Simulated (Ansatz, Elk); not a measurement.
## How far do independent atoms describe YTi2Pd2?

The structure of YTi2Pd2 used here is made up (a known structure type with other elements) and was relaxed beforehand with PBEsol. The aim is the Fourier transform of its all-electron density, F(hkl), set beside the sum over free spherical atoms that refinements use.

Calculated with Elk 11.2.3 (patched build); DFT, PBE, all-electron APW+lo, Dirac cores, scalar-relativistic bands, static density, no spin.

This account leaves out most program logs.

The structure was built from a prototype and need not be the compound's stable phase.

## 1. Set-up

It takes space group I4/mmm (No. 139, tetragonal). The conventional cell has a = 4.602 Å, b = 4.602 Å, c = 9.203 Å, α = 90.00°, β = 90.00°, γ = 90.00°. Pd has 4 Ti at 2.52 Å and 4 Y at 3.25 Å and 4 Pd at 3.25 Å nearest. Nearest to Y lie 8 Pd at 3.25 Å and 10 Ti at 3.33 to 3.49 Å. Nearest to Ti lie 4 Pd at 2.52 Å and 1 Ti at 2.54 Å and 5 Y at 3.33 to 3.49 Å. Farther neighbours are not listed.

## 2. Ground state and structure factors

An all-electron density is needed, since X-rays see the cores too. Task 0 finds the density and task 195 Fourier-transforms it; tshift is off so that phases refer to the origin typed.

File elk.in:

```
tasks
  0
  195

xctype
  20

spinpol
  .false.

rgkmax
  7.0

gmaxvr
  14.0

lmaxo
  7

lmaxapw
  8

swidth
  0.002

tshift
  .false.

ramdisk
  .false.

hmaxvr
  5.5

maxscl
  120

epspot
  1e-06

sppath
  './'

avec
  -4.34817065447 4.34817065447 8.69575344766
  4.34817065447 -4.34817065447 8.69575344766
  4.34817065447 4.34817065447 -8.69575344766

atoms
  3
  'Pd.in'
  2
  0.7500000000 0.2500000000 0.5000000000   0.000000 0.000000 0.000000
  0.2500000000 0.7500000000 0.5000000000   0.000000 0.000000 0.000000
  'Y.in'
  1
  0.0000000000 0.0000000000 0.0000000000   0.000000 0.000000 0.000000
  'Ti.in'
  2
  0.3620268190 0.3620268190 0.0000000000   0.000000 0.000000 0.000000
  0.6379731810 0.6379731810 0.0000000000   0.000000 0.000000 0.000000

ngridk
  7 7 7
```

Command:

```
OMP_NUM_THREADS=4 elk
```

The job ended after 30 s (4 threads of Intel Xeon 6975P-C (Granite Rapids), shared host; peak memory 0.24 GiB).

SFACRHO.OUT:

```text

h k l indices transformed by vhmat matrix:
   1.000000000       0.000000000       0.000000000    
   0.000000000       1.000000000       0.000000000    
   0.000000000       0.000000000       1.000000000    

      h      k      l  multipl.   |H|            Re(F)            Im(F)           |F|

      0      0      0      1   0.0000000       175.00000      0.39815351E-16   175.00000    
      1      1     -1      2  0.72255790      -56.180910     -0.91264234E-14   56.180910    
     -1      0      1      8  0.80780060       9.9827245      -0.0000000       9.9827245    
      1     -1      0      4   1.0217821      -11.805867      0.54905842E-16   11.805867    
      1      1      0      8   1.2514506       101.03929     -0.45632117E-13   101.03929    
      1      2     -1      8   1.3025827       58.223340      0.11408029E-14   58.223340    
     -1      1      1      4   1.4450181       132.49240     -0.38660620E-13   132.49240    
      2      2     -2      2   1.4451158       72.689730      0.17112044E-13   72.689730    
      2      0     -2      8   1.6156012      -44.653522     -0.15971241E-13   44.653522    
      1      0      1     16   1.6554815       9.7166181      -0.0000000       9.7166181    
     -1     -3      2      8   1.7698583      -64.836052      0.15971241E-13   64.836052    
      1      2     -3     16   1.9454560       49.621955      -0.0000000       49.621955    
      2      3     -3      8   1.9455285       36.435437      -0.0000000       36.435437    
      0      0     -2      4   2.0435642       114.35799      0.70800529E-13   114.35799    
      3      1     -3      8   2.0436333       63.855132      0.51336132E-13   63.855132    
      1      1      1      8   2.1675434      -38.823126      0.61603358E-13   38.823126    
      3      3     -3      2   2.1676737      -22.992362     -0.22816059E-13   22.992362    
      1     -2     -1      8   2.1974295       9.1311683      -0.0000000       9.1311683
```

Elk indexes on the primitive cell of elk.in and gives |H| = 4π sin θ/λ in inverse bohr. Below, one row stands for each form hkl of the conventional cell (m members, Friedel mates merged), F is for one primitive cell and the density is static (no thermal factor). Free-atom factors are Waasmaier and Kirfel's, and R is Σm||F|−|F'||/Σm|F|.

| hkl | m | sin θ/λ (Å⁻¹) | abs F, DFT | neutral atoms | diff. |
| --- | --- | --- | --- | --- | --- |
| 002 | 2 | 0.109 | 56.181 | 56.757 | -0.576 |
| 101 | 8 | 0.121 | 9.983 | 10.160 | -0.177 |
| 110 | 4 | 0.154 | 11.806 | 12.527 | -0.722 |
| 112 | 8 | 0.188 | 101.039 | 101.835 | -0.796 |
| 103 | 8 | 0.196 | 58.223 | 58.550 | -0.327 |
| 200 | 4 | 0.217 | 132.492 | 133.365 | -0.873 |
| 004 | 2 | 0.217 | 72.690 | 72.904 | -0.214 |
| 202 | 8 | 0.243 | 44.654 | 45.360 | -0.706 |
| 211 | 16 | 0.249 | 9.717 | 9.653 | +0.064 |
| 114 | 8 | 0.266 | 64.836 | 65.618 | -0.782 |
| 213 | 16 | 0.293 | 49.622 | 49.742 | -0.120 |
| 105 | 8 | 0.293 | 36.435 | 36.659 | -0.223 |
| 220 | 4 | 0.307 | 114.358 | 114.534 | -0.176 |
| 204 | 8 | 0.307 | 63.855 | 63.875 | -0.020 |
| 222 | 8 | 0.326 | 38.823 | 39.013 | -0.190 |
| 006 | 2 | 0.326 | 22.992 | 23.166 | -0.174 |
| 301 | 8 | 0.330 | 9.131 | 9.269 | -0.138 |
| 310 | 8 | 0.344 | 9.571 | 9.689 | -0.117 |
| 312 | 16 | 0.360 | 77.890 | 77.763 | +0.127 |
| 116 | 8 | 0.360 | 92.668 | 92.567 | +0.101 |
| 303 | 8 | 0.364 | 44.285 | 44.096 | +0.190 |
| 215 | 16 | 0.364 | 32.807 | 32.746 | +0.060 |

## 3. The highest occupied states alone

An energy window below the Fermi level keeps the highest occupied states, to see at which angles they scatter; shallow core shells can lie inside it and anion s states outside. No new self-consistency is needed.

elk.in, as its differences from that of step 2:

```diff
@@ -1,3 +1,2 @@
 tasks
-  0
   195
@@ -40,2 +39,5 @@
 
+wsfac
+  -0.262410 0.588830
+
 sppath
```

Command:

```
OMP_NUM_THREADS=4 elk
```

The job ended after 6.7 s (4 threads; peak memory 0.17 GiB).

States within 15 eV below the Fermi level hold 31.00 electrons; any levels below the window count with the cores. Their amplitudes can exceed the total, where window and core parts have opposite phase:

| hkl | sin θ/λ (Å⁻¹) | abs F, window | abs F, all |
| --- | --- | --- | --- |
| 002 | 0.109 | 14.817 | 56.181 |
| 101 | 0.121 | 1.919 | 9.983 |
| 110 | 0.154 | 8.633 | 11.806 |
| 112 | 0.188 | 8.805 | 101.039 |
| 103 | 0.196 | 1.404 | 58.223 |
| 200 | 0.217 | 8.752 | 132.492 |
| 004 | 0.217 | 6.238 | 72.690 |
| 202 | 0.243 | 5.890 | 44.654 |
| 211 | 0.249 | 0.735 | 9.717 |
| 114 | 0.266 | 5.504 | 64.836 |

## 4. Another functional

The difference from free atoms is small, so it is set against the change that LDA (Perdew-Wang) makes.

elk.in, as its differences from that of step 3:

```diff
@@ -1,2 +1,3 @@
 tasks
+  0
   195
@@ -4,3 +5,3 @@
 xctype
-  20
+  3
 
@@ -39,5 +40,2 @@
 
-wsfac
-  -0.262410 0.588830
-
 sppath
```

Command:

```
OMP_NUM_THREADS=4 elk
```

It took 18 s on 4 threads; peak memory 0.18 GiB.

Against the first run R = 0.04 %; the largest change is -0.061 at 220.

## 5. A coarser k-mesh

About half the k-points along each axis test the sampling.

elk.in, as its differences from that of step 4:

```diff
@@ -5,3 +5,3 @@
 xctype
-  3
+  20
 
@@ -63,2 +63,2 @@
 ngridk
-  7 7 7
+  4 4 4
```

Command:

```
OMP_NUM_THREADS=4 elk
```

It took 18 s on 4 threads; peak memory 0.25 GiB.

Against the first run R = 0.01 %; the largest change is -0.015 at 008.

## 6. Settings against the effect

| run | R against the first run (%) | R against neutral atoms, low angle (%) | wall time |
| --- | --- | --- | --- |
| PBE, rgkmax 7 | 0.00 | 0.81 | 30 s |
| LDA (Perdew-Wang) | 0.04 | 0.84 | 18 s |
| k-mesh 4×4×4 | 0.01 | 0.81 | 18 s |

## 7. Summary of results

```
R against neutral atoms, sin θ/λ < 0.3 Å⁻¹ : 0.81 %
R against neutral atoms, 0.3 to 0.79 Å⁻¹   : 0.29 %
```

In words: Independent neutral atoms miss the calculated amplitudes by R = 0.81 % below 0.3 Å⁻¹ and 0.29 % from there to 0.79 Å⁻¹; by shells, 1.34 % below 0.15 Å⁻¹ (2 forms), 0.79 % 0.15 to 0.3 (10 forms), 0.35 % 0.3 to 0.45 (21 forms), 0.28 % above 0.45 (116 forms). Bonding, aspherical density and the tables' own atoms all enter these figures, and the runs don't part them. The largest change of an amplitude is -0.87 electrons, at 200. The window's part falls from 31.0 electrons at the origin to at most 0.42 between 0.45 and 0.79 Å⁻¹. Below 0.3 Å⁻¹ the changes that finished (LDA (Perdew-Wang) and k-mesh 4×4×4) move F by R = 0.04 % at most, against the 0.81 % that separates it from free atoms. The basis has no finished test. These runs have no spin, though d or f shells may be open. Part of the difference isn't bonding: the tables are fits to free atoms and ions calculated by other methods than this functional. Thermal motion, anomalous dispersion and extinction are left out.

[Logs are printed without paths, hosts, clocks, repeated set-up lines and the standing remarks that a program may print on its own settings, such as how far it seeks lower states.]

[Hosts, paths, dates, database ids (printed as entryN), source tags and the programs' standing remarks are cut or masked in the printed files.]
